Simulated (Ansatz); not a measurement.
# 1T-PtSe2 of n layers: modes against thickness

Aim: how do the zone-centre modes of 1T-PtSe2 of n layers change with n?

Main program and level: Ansatz 0.2.0; DFT PBE+D3(BJ), scalar-relativistic, plane waves, PAW; PAW set soft_1.

Report form: the programs' logs are mostly left out.

### Step 1. The structure

The cell holds 3 atoms: 1 Pt and 2 Se. Cell: a = 3.730 Å, b = 3.730 Å, c = 29.000 Å, α = 90.0°, β = 90.0°, γ = 120.0°. Vacuum lies along c. The height across the vacuum is the one that the program set for its solve, not the one typed.

### Step 2. First relaxation: n = 1

The cell for n = 1 and its atoms are relaxed. The program lengthens the typed cell of 18.6 Å along the normal to 29.0 Å, as its cut-off of the electrostatics needs, and moves no atom.

File input.yaml:

```yaml
crystal:
  lattice:
    - [3.73, 0.0, 0.0]
    - [-1.865, 3.23027, 0.0]
    - [0.0, 0.0, 18.6]
  atoms:
    - { symbol: Pt, position: [0.0, 0.0, 0.5] }
    - { symbol: Se, position: [0.333333, 0.666667, 0.569892] }
    - { symbol: Se, position: [0.666667, 0.333333, 0.430108] }
  periodic: [true, true, false]
kpoints:
  mp_grid: { grid: [9, 9, 1] }
hamiltonian:
  xc: pbe
  dispersion: d3bj
  pseudopotentials: { kind: paw, azcp: { folder: soft_1 } }
scf:
  occupations: { method: gaussian, width: 0.02 }
output:
  forces: true
  stress: true
  eigenvalues: true
relax:
  adjacent_minimum: "off"
  f_tol: 0.004
  max_steps: 80
  cell: { stress_2d_tol: 0.01 }
```

Run with:

```console
> ansatz run input.yaml --threads 8 --pin off --max-ram 20480MiB --backend cpu --events-out ev --progress --plain --runs-dir out
```

Run time: 8.6 s. Hardware: 8 threads of Arm Neoverse V1, shared host; peak memory 0.93 GiB; 56 s of CPU time.

Relaxation path:

```
step  energy less that of the first step (eV)  largest force component (eV/Å)  volume (Å³)
   1                                   0.0000                          0.1364       349.42
   2                                  -0.0019                          0.1729       344.74
   3                                  -0.0044                          0.0151       345.68
   4                                  -0.0044                          0.0016       345.29
   5                                  -0.0045                          0.0001       345.12
  6*                                  -0.0042                          0.0002       345.12
```

Relaxation steps marked * repeat the geometry before them on a plane-wave basis chosen anew for their cell, so energy and pressure can jump there.

Forces are held to the 12 operations that the run works with; a distortion that breaks them can't arise in this run.

```
cell as run  before  after  change
      a (Å)   3.730  3.707  -0.6 %
      b (Å)   3.730  3.707  -0.6 %
```

The atoms that moved most (Å, along periodic axes as changes of fractional coordinates times the final cell, across vacuum about the mean position):

```
atom     dx     dy      dz  length
 Se3  0.000  0.000  -0.025   0.025
 Se2  0.000  0.000   0.025   0.025
```

The relaxed structure:

```
Pt Se
1.0
     3.70696    0.00000    0.00000
    -1.85348    3.21032    0.00000
     0.00000    0.00000   28.99996
Pt Se
1 2
Direct
  0.00000 0.00000 0.32069
  0.33333 0.66667 0.36636
  0.66667 0.33333 0.27502
```

Numbers from this step:

```
gap on the k-mesh : 1.361 eV
```

The relaxation ends with a first cell vector of 3.707 Å.

### Step 3. Relaxation of a member: n = 1

The relaxation for n = 1 is finished with tight tolerances.

input.yaml, the sections that differ from step 2:

```yaml
crystal:
  lattice:
    - [3.7069622874, 0.0, 0.0]
    - [-1.8534811437, 3.2103235118, 0.0]
    - [0.0, 0.0, 28.9999648]
  atoms:
    - { symbol: Pt, position: [0.0, 0.0, 0.3206900444] }
    - { symbol: Se, position: [0.3333333333, 0.6666666667, 0.3663630245] }
    - { symbol: Se, position: [0.6666666667, 0.3333333333, 0.2750170643] }
  periodic: [true, true, false]
scf:
  occupations: { method: fixed }
relax:
  adjacent_minimum: "off"
  f_tol: 0.001
  max_steps: 60
  cell: { stress_2d_tol: 0.002 }
# kpoints, hamiltonian, output: as in step 2
```

Elapsed: 3.6 s, on 8 threads; peak memory 0.92 GiB; 25 s of CPU time.

Little changed from the start: no atom moved by 0.005 Å and no cell edge by 0.1 %.

The largest force component left is 0.24 meV/Å.

### Step 4. Zone-centre modes of the member: n = 1

Phonons follow from the second derivative of the energy, found here by linear response.

The zone-centre modes follow for n = 1.

input.yaml, as its differences from that of step 3:

```diff
@@ -19,9 +19,4 @@
 output:
-  forces: true
-  stress: true
   eigenvalues: true
-relax:
-  adjacent_minimum: "off"
-  f_tol: 0.001
-  max_steps: 60
-  cell: { stress_2d_tol: 0.002 }
+phonons:
+  method: dfpt
```

Wall time 32 s (8 threads); peak memory 1.5 GiB; 3.8 min of CPU time.

This step gave:

| Item | Value |
| --- | --- |
| sum-rule residual before enforcement | 2.40e-4 eV/Å² |
| point group | -3m |
| highest mode at the zone centre of this cell (no LO-TO term) | 225.3 cm⁻¹ |
| lowest mode at the zone centre of this cell, translations apart | 173.0 cm⁻¹ |

Without the LO-TO term. Patterns of degenerate modes are one choice out of their space. The modes at Γ (shares of kinetic energy by element, %):

```
mode  frequency (cm⁻¹)  symmetry  Pt %  Se %
   1               0.0  acoustic    55    45
   2               0.0  acoustic    55    45
   3               0.0  acoustic    55    45
   4             173.0        Eg     0   100
   5             173.0        Eg     0   100
   6             200.8       A1g     0   100
   7             220.7        Eu    45    55
   8             220.7        Eu    45    55
   9             225.3       A2u    45    55
```

Displacements in mode 4 (173.0 cm⁻¹), the largest set to 1:
```
Pt1  0.00  0.00  0.00
Se2 -0.14  1.00  0.00
Se3  0.14 -1.00  0.00
```

Displacements in mode 9 (225.3 cm⁻¹), the largest set to 1:
```
Pt1  0.00  0.00  0.81
Se2  0.00  0.00 -1.00
Se3  0.00  0.00 -1.00
```

With the three translations set apart, the lowest mode of the cell is real, 173 cm⁻¹, and the highest lies at 225.3 cm⁻¹.

### Step 5. First relaxation: n = 3

The cell for n = 3 and its atoms are relaxed. The program lengthens the typed cell of 28.8 Å along the normal to 49.3 Å, as its cut-off of the electrostatics needs, and moves no atom.

System of this step: PtSe2. The cell holds 9 atoms: 3 Pt and 6 Se. Its edges and angles: a = 3.730 Å, b = 3.730 Å, c = 49.320 Å, α = 90.0°, β = 90.0°, γ = 120.0°. Vacuum lies along c.

File input.yaml:

```yaml
crystal:
  lattice:
    - [3.73, 0.0, 0.0]
    - [-1.865, 3.23027, 0.0]
    - [0.0, 0.0, 28.76]
  atoms:
    - { symbol: Pt, position: [0.0, 0.0, 0.323366] }
    - { symbol: Se, position: [0.333333, 0.666667, 0.368567] }
    - { symbol: Se, position: [0.666667, 0.333333, 0.278164] }
    - { symbol: Pt, position: [0.0, 0.0, 0.5] }
    - { symbol: Se, position: [0.333333, 0.666667, 0.545202] }
    - { symbol: Se, position: [0.666667, 0.333333, 0.454798] }
    - { symbol: Pt, position: [0.0, 0.0, 0.676634] }
    - { symbol: Se, position: [0.333333, 0.666667, 0.721836] }
    - { symbol: Se, position: [0.666667, 0.333333, 0.631433] }
  periodic: [true, true, false]
kpoints:
  mp_grid: { grid: [9, 9, 1] }
hamiltonian:
  xc: pbe
  dispersion: d3bj
  pseudopotentials: { kind: paw, azcp: { folder: soft_1 } }
scf:
  occupations: { method: gaussian, width: 0.02 }
output:
  forces: true
  stress: true
  eigenvalues: true
relax:
  adjacent_minimum: "off"
  f_tol: 0.004
  max_steps: 80
  cell: { stress_2d_tol: 0.01 }
```

Wall time 50 s (8 threads); peak memory 2.5 GiB.

Step by step:

```
step  energy less that of the first step (eV)  largest force component (eV/Å)  volume (Å³)
   1                                   0.0000                          0.2700       594.25
   2                                  -0.0163                          0.1764       595.51
   3                                  -0.0255                          0.0273       599.74
   4                                  -0.0258                          0.0077       599.72
   5                                  -0.0258                          0.0013       599.83
  6*                                  -0.0263                          0.0013       599.83
```

Relaxation steps marked * repeat the geometry before them on a plane-wave basis chosen anew for their cell, so energy and pressure can jump there.

The run keeps the 12 symmetry operations that it works with, so distortions that break them were not tested.

```
cell as run  before  after  change
      a (Å)   3.730  3.747  +0.5 %
      b (Å)   3.730  3.747  +0.5 %
```

The atoms that moved most (Å, along periodic axes as changes of fractional coordinates times the final cell, across vacuum about the mean position):

```
atom     dx     dy      dz  length
 Pt7  0.000  0.000  -0.196   0.196
 Pt1  0.000  0.000   0.196   0.196
 Se8  0.000  0.000  -0.182   0.182
 Se3  0.000  0.000   0.182   0.182
 Se9  0.000  0.000  -0.177   0.177
 Se2  0.000  0.000   0.177   0.177
 Se5  0.000  0.000  -0.005   0.005
 Se6  0.000  0.000   0.005   0.005
```

This step gave:

```
gap on the k-mesh : 0.05970 eV
```

The relaxation ends with a first cell vector of 3.747 Å.

### Step 6. Relaxation of a member: n = 3

The relaxation for n = 3 is finished with tight tolerances.

input.yaml, the sections that differ from step 5:

```yaml
crystal:
  lattice:
    - [3.7474484547, 0.0, 0.0]
    - [-1.8737242273, 3.2453855611, 0.0]
    - [0.0, 0.0, 49.32001344]
  atoms:
    - { symbol: Pt, position: [0.0, 0.0, 0.1925401335] }
    - { symbol: Se, position: [0.3333333333, 0.6666666667, 0.2185165704] }
    - { symbol: Se, position: [0.6666666667, 0.3333333333, 0.1658920735] }
    - { symbol: Pt, position: [0.0, 0.0, 0.2915652085] }
    - { symbol: Se, position: [0.3333333333, 0.6666666667, 0.3178137616] }
    - { symbol: Se, position: [0.6666666667, 0.3333333333, 0.2653166553] }
    - { symbol: Pt, position: [0.0, 0.0, 0.3905902834] }
    - { symbol: Se, position: [0.3333333333, 0.6666666667, 0.4172383434] }
    - { symbol: Se, position: [0.6666666667, 0.3333333333, 0.3646138465] }
  periodic: [true, true, false]
relax:
  adjacent_minimum: "off"
  f_tol: 0.001
  max_steps: 60
  cell: { stress_2d_tol: 0.002 }
# kpoints, hamiltonian, scf, output: as in step 5
```

Elapsed: 25 s, on 8 threads; peak memory 2.5 GiB.

Little changed from the start: no atom moved by 0.005 Å and no cell edge by 0.1 %.

This step gave:

```
gap on the k-mesh : 0.05987 eV
```

The largest force component left is 0.56 meV/Å.

### Step 7. Modes of this member: n = 3

The zone-centre modes follow for n = 3.

File input.yaml:

```yaml
crystal:
  lattice:
    - [3.7474803055, 0.0, 0.0]
    - [-1.8737401527, 3.2454131447, 0.0]
    - [0.0, 0.0, 49.32001344]
  atoms:
    - { symbol: Pt, position: [0.0, 0.0, 0.1925360075] }
    - { symbol: Se, position: [0.3333333333, 0.6666666667, 0.2185143093] }
    - { symbol: Se, position: [0.6666666667, 0.3333333333, 0.1658908212] }
    - { symbol: Pt, position: [0.0, 0.0, 0.2915652085] }
    - { symbol: Se, position: [0.3333333333, 0.6666666667, 0.3178138602] }
    - { symbol: Se, position: [0.6666666667, 0.3333333333, 0.2653165567] }
    - { symbol: Pt, position: [0.0, 0.0, 0.3905944094] }
    - { symbol: Se, position: [0.3333333333, 0.6666666667, 0.4172395957] }
    - { symbol: Se, position: [0.6666666667, 0.3333333333, 0.3646161076] }
  periodic: [true, true, false]
kpoints:
  mp_grid: { grid: [9, 9, 1] }
hamiltonian:
  xc: pbe
  dispersion: d3bj
  pseudopotentials: { kind: paw, azcp: { folder: soft_1 } }
scf:
  occupations: { method: gaussian, width: 0.02 }
output:
  eigenvalues: true
phonons:
  method: dfpt
```

Elapsed: 11 min, on 8 threads; peak memory 5.3 GiB; 82 min of CPU time.

This step gave:

```
sum-rule residual before enforcement                            : 8.16e-5 eV/Å²
highest mode at the zone centre of this cell (no LO-TO term)    : 229.6 cm⁻¹
lowest mode at the zone centre of this cell, translations apart : 23.16 cm⁻¹
```

Without the LO-TO term. Patterns of degenerate modes are one choice out of their space. Modes at Γ, with each element's share of the kinetic energy:

```
mode  frequency (cm⁻¹)  symmetry  Pt %  Se %
   1               0.0  acoustic    55    45
   2               0.0  acoustic    55    45
   3               0.0  acoustic    55    45
   4              23.2        Eg    57    43
   5              23.2        Eg    57    43
   6              24.6       A1g    56    44
   7              38.0        Eu    60    40
   8              38.0        Eu    60    40
   9              44.5       A2u    59    41
  10             166.9        Eg     1    99
  11             166.9        Eg     1    99
  12             169.1        Eu     1    99
  13             169.1        Eu     1    99
  14             170.8        Eg     0   100
  15             170.8        Eg     0   100
  16             197.4       A1g     0   100
  17             198.5       A2u     1    99
  18             201.8       A1g     1    99
  19             213.8        Eu    44    56
  20             213.8        Eu    44    56
  21             221.6       A2u    44    56
  22             222.3        Eg    42    58
  23             222.3        Eg    42    58
  24             225.1       A1g    42    58
  25             226.5       A2u    40    60
  26             229.6        Eu    39    61
  27             229.6        Eu    39    61
```

Displacements in mode 5 (23.2 cm⁻¹), the largest set to 1:
```
Pt1  0.10  1.00  0.00
Se2  0.09  0.94  0.00
Se3  0.10  0.98  0.00
Pt4  0.00  0.00  0.00
Se5  0.00 -0.05  0.00
Se6  0.00  0.05  0.00
Pt7 -0.10 -1.00  0.00
Se8 -0.10 -0.98  0.00
Se9 -0.09 -0.94  0.00
```

Displacements in mode 26 (229.6 cm⁻¹), the largest set to 1:
```
Pt1 -0.43  0.00  0.00
Se2  0.68  0.00  0.00
Se3  0.48  0.00  0.00
Pt4  0.72  0.00  0.00
Se5 -1.00  0.00  0.00
Se6 -1.00  0.00  0.00
Pt7 -0.43  0.00  0.00
Se8  0.48  0.00  0.00
Se9  0.68  0.00  0.00
```

With the three translations set apart, the lowest mode of the cell is real, 23.2 cm⁻¹, and the highest lies at 229.6 cm⁻¹.

### Step 8. All members side by side

The members are set side by side, also those not shown above.

Levels are modes at the zone centre of the cell, translations apart; they are counted by rank, so a column need not follow one mode. Cells along the series:

```
n  atoms in the cell  space group  first cell vector (Å)  lowest level (cm⁻¹)  second level from below (cm⁻¹)  third level from below (cm⁻¹)  highest level (cm⁻¹)  gap on mesh (eV)
1                  3        P-3m1                  3.707                  173                           200.8                          220.7                 225.3             1.361
2                  6        P-3m1                  3.735                   30                           32.31                          169.3                 228.1            0.3584
3                  9        P-3m1                  3.748                23.16                           24.56                          37.96                 229.6           0.05987
```

### Step 9. Results

| Quantity | Value |
| --- | --- |
| members | 3 |
| highest level, n = 1 | 225.3 cm⁻¹ |
| highest level, n = 3 | 229.6 cm⁻¹ |

In words: From n = 1 to 3 the lowest level goes from 173.0 to 23.2 cm⁻¹ and the highest from 225.3 to 229.6 cm⁻¹. These are levels by rank and need not be the same mode: a single layer has no interlayer modes, which come lowest from two layers on. These are harmonic frequencies at zero temperature: anharmonic shifts, linewidths and thermal expansion are left out. Spin-orbit coupling is left out, which can matter for the heavy elements here. In the phonons the program holds the C6 weights of the dispersion term fixed, leaving out their change with coordination. In a sheet the LO-TO splitting vanishes at the zone centre, so no such term is missing here. A gap under 0.15 eV occurs in the series; such members run without the field response, and their modes can depend on mesh and smearing.

[Logs are printed without paths, hosts, clocks, repeated set-up lines and the standing remarks that a program may print on its own settings, such as how far it seeks lower states.]

[Hosts, paths, dates, database ids (printed as entryN), source tags and the programs' standing remarks are cut or masked in the printed files.]
